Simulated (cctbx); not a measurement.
# A crystallographic session in cctbx: BiIr2Pb2

Library: cctbx 2025.11.

## 1. Energy scan

run.py:

```python
from cctbx import adptbx, crystal, miller, xray
from cctbx.array_family import flex
from cctbx.eltbx import sasaki

cs = crystal.symmetry(unit_cell=(4.665, 4.665, 10.917, 90, 90, 90), space_group_symbol='Hall: -I 4 2')  # I4/mmm
atoms = [  # label, site, U (iso, or U11 U22 U33 U12 U13 U23 in A^2), occupancy
    ("Bi1", (0, 0, 0), (0.0014, 0.0014, 0.0011, 0.0000, 0.0000, -0.0000), 1),
    ("Pb1", (0.5, 0.5, 0.1181), (0.0014, 0.0014, 0.0021, 0.0000, 0.0000, 0.0000), 1),
    ("Ir1", (0.5, 0, 0.25), (0.0020, 0.0020, 0.0040, 0.0000, 0.0000, 0.0000), 1),
]
xs = xray.structure(crystal_symmetry=cs)
for label, site, u, occ in atoms:
    u = adptbx.u_cif_as_u_star(cs.unit_cell(), u) if isinstance(u, tuple) else u
    xs.add_scatterer(xray.scatterer(label, site=site, u=u, occupancy=occ))
hkl = [(2, 1, 1), (1, 1, 0), (2, 0, 2), (2, 1, 3)]
ms = miller.set(cs, flex.miller_index(hkl + [tuple(-v for v in h) for h in hkl]), anomalous_flag=True)
print("E (eV)    f'(Ir)   f''   " + "".join("%16s" % ("|F|" + " ".join(map(str, h))) for h in hkl))
for e in [10615, 10965, 11095, 11155, 11185, 11200, 11207, 11211, 11219, 11223, 11230, 11245, 11275, 11365, 11615]:
    xs.set_inelastic_form_factors(12398.42 / e, "sasaki")
    t = sasaki.table("Ir").at_ev(e)
    f = flex.abs(ms.structure_factors_from_scatterers(xs, algorithm="direct").f_calc().data())
    n = len(hkl)
    print("%7.0f %7.2f %6.2f  " % (e, t.fp(), t.fdp()) + "".join("%9.1f/%6.1f" % (f[k], f[k + n]) for k in range(n)))
```

```console
$ python run.py
```

```text
E (eV)    f'(Ir)   f''           |F|2 1 1        |F|1 1 0        |F|2 0 2        |F|2 1 3
  10615   -8.90   4.21       54.6/  54.6    165.4/ 165.4     69.9/  69.9    254.6/ 254.6
  10965  -10.65   4.00       54.2/  54.2    170.4/ 170.4     63.6/  63.6    253.1/ 253.1
  11095  -12.08   3.92       54.0/  54.0    175.3/ 175.3     58.2/  58.2    252.6/ 252.6
  11155  -13.44   3.89       53.9/  53.9    180.3/ 180.3     53.0/  53.0    252.3/ 252.3
  11185  -14.79   3.87       53.9/  53.9    185.5/ 185.5     47.7/  47.7    252.1/ 252.1
  11200  -16.12   3.86       53.8/  53.8    190.7/ 190.7     42.5/  42.5    252.1/ 252.1
  11207  -17.28   3.86       53.8/  53.8    195.3/ 195.3     37.9/  37.9    252.0/ 252.0
  11211  -18.48   3.85       53.8/  53.8    200.0/ 200.0     33.2/  33.2    252.0/ 252.0
  11219  -19.44  10.19       53.8/  53.8    203.5/ 203.5     40.6/  40.6    252.0/ 252.0
  11223  -17.74  10.19       53.8/  53.8    196.7/ 196.7     45.7/  45.7    252.0/ 252.0
  11230  -16.34  10.18       53.8/  53.8    191.1/ 191.1     50.2/  50.2    251.9/ 251.9
  11245  -14.87  10.15       53.8/  53.8    185.1/ 185.1     55.1/  55.1    251.9/ 251.9
  11275  -13.42  10.11       53.7/  53.7    179.2/ 179.2     60.1/  60.1    251.7/ 251.7
  11365  -11.61   9.97       53.6/  53.6    171.3/ 171.3     66.6/  66.6    251.3/ 251.3
  11615   -9.62   9.61       53.1/  53.1    161.6/ 161.6     74.0/  74.0    249.9/ 249.9
```

Run time: 0.23 s on 1 thread of AMD EPYC 7B13 (Zen 3), on a shared host, peak memory 0.07 GiB.

[Logs are printed without paths, hosts, clocks, repeated set-up lines and the standing remarks that a program may print on its own settings, such as how far it seeks lower states.]
